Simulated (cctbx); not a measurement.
# Interatomic vectors of YbAl9Sn6Pd4

Space group P4_2/nmc (no. 137, origin choice 1), a = 9.3540 Å, b = 9.3540 Å, c = 16.3920 Å, α = 90.00°, β = 90.00°, γ = 90.00°, content Yb4 Sn24 Pd16 Al36.

The data are simulated with cctbx, not measured: Mo Kα, λ = 0.71073 Å, to d = 0.75 Å, 70 % of the full sphere, strongest reflection 5000 counts, noise from counting, a 1.5 % proportional error and a noise floor of 15 counts (s.d.); no absorption, some extinction.

Patterson synthesis, origin scaled to 1000:

```text
Patterson group P 4/m m m
      u       v       w   height  length (A)
  0.000   0.000   0.000   1000.0     0.00
  0.000   0.000   0.500    330.7     8.20
  0.500   0.500   0.323    266.3     8.47
  0.500   0.500   0.000    242.6     6.61
  0.000   0.500   0.000    227.3     4.68
  0.500   0.500   0.166    173.3     7.15
  0.239   0.239   0.500    151.7     8.78
  0.500   0.500   0.371    146.9     8.99
  0.000   0.000   0.315    144.6     5.16
  0.000   0.500   0.318    129.1     7.00
  0.000   0.500   0.162    118.7     5.38
  0.000   0.500   0.500    116.5     9.44
  0.500   0.500   0.500    114.2    10.53
  0.247   0.247   0.083    110.3     3.54
```

**Question.** Which atom pairs make the peaks, and where is the heaviest atom?

A peak at u stands for all pairs with xi − xj = u, with weight Σ ZiZj against Σ Z² = 119540 at the origin. Peak heights follow these weights only roughly, since form factors, motion and series ripples differ, all vectors within 0.55 Å of a peak are counted as merged into it though the farther ones add only part of their weight, and F(000) is left out, which lowers the whole map:

| u | v | w | shortest length (Å) | height | 1000 ΣZiZj/ΣZ² | pairs in the cell |
| --- | --- | --- | --- | --- | --- | --- |
| 0.000 | 0.000 | 0.500 | 8.20 | 331 | 328 | 4 × Yb–Yb, 8 × Pd–Pd, 16 × Al–Al |
| 0.500 | 0.500 | 0.323 | 8.47 | 266 | 371 | 8 × Sn–Pd, 2 × Yb–Yb, 16 × Pd–Al, 8 × Sn–Al, 8 × Al–Al |
| 0.500 | 0.500 | 0.000 | 6.61 | 243 | 283 | 16 × Pd–Pd |
| 0.000 | 0.500 | 0.000 | 4.68 | 227 | 389 | 16 × Pd–Pd, 4 × Sn–Sn, 16 × Al–Al |
| 0.500 | 0.500 | 0.166 | 7.15 | 173 | 257 | 24 × Pd–Al, 2 × Yb–Yb, 8 × Sn–Al, 8 × Al–Al |
| 0.239 | 0.239 | 0.500 | 8.78 | 152 | 225 | 8 × Pd–Pd, 4 × Sn–Sn |
| 0.500 | 0.500 | 0.371 | 8.99 | 147 | 167 | 8 × Sn–Sn |
| 0.000 | 0.000 | 0.315 | 5.16 | 145 | 234 | 8 × Sn–Pd, 16 × Pd–Al |
| 0.000 | 0.500 | 0.318 | 7.00 | 129 | 277 | 8 × Sn–Pd, 16 × Pd–Al, 4 × Sn–Al, 2 × Yb–Al, 4 × Al–Al |
| 0.000 | 0.500 | 0.162 | 5.38 | 119 | 222 | 4 × Sn–Sn, 16 × Pd–Al, 4 × Yb–Al, 4 × Sn–Al, 4 × Al–Al |

The table stops at ten peaks or at a height of 45, below which ripples compete. In the model behind the data Yb, the heaviest element, has 1 independent site: (0, 1/2, 0.0843), up to an allowed shift of origin; the Yb–Yb vectors are differences of these positions and their symmetry mates. The whole model:

| atom | mult. | x | y | z | Ueq (Å²) |
| --- | --- | --- | --- | --- | --- |
| Yb1 | 4 | 0 | 1/2 | 0.0843 | 0.0065 |
| Sn1 | 8 | 0 | 0.6455 | 0.2760 | 0.0082 |
| Sn2 | 8 | 0.2367 | 1/2 | 0.9356 | 0.0072 |
| Sn3 | 8 | 0 | 0.8460 | 0.0611 | 0.0099 |
| Pd1 | 8 | 0.7541 | 0.7541 | 0 | 0.0101 |
| Pd2 | 8 | 0.2285 | 1/2 | 0.2489 | 0.0089 |
| Al1 | 4 | 1/2 | 1/2 | 0.2702 | 0.0107 |
| Al2 | 8 | 1/2 | 0.3410 | 0.9011 | 0.0122 |
| Al3 | 16 | 0.2905 | 0.7512 | 0.3319 | 0.0099 |
| Al4 | 8 | 0 | 0.3174 | 0.9149 | 0.0097 |

This is a model crystal, built by substitution and not relaxed, with assumed displacement parameters.

[Logs are printed without paths, hosts, clocks, repeated set-up lines and the standing remarks that a program may print on its own settings, such as how far it seeks lower states.]
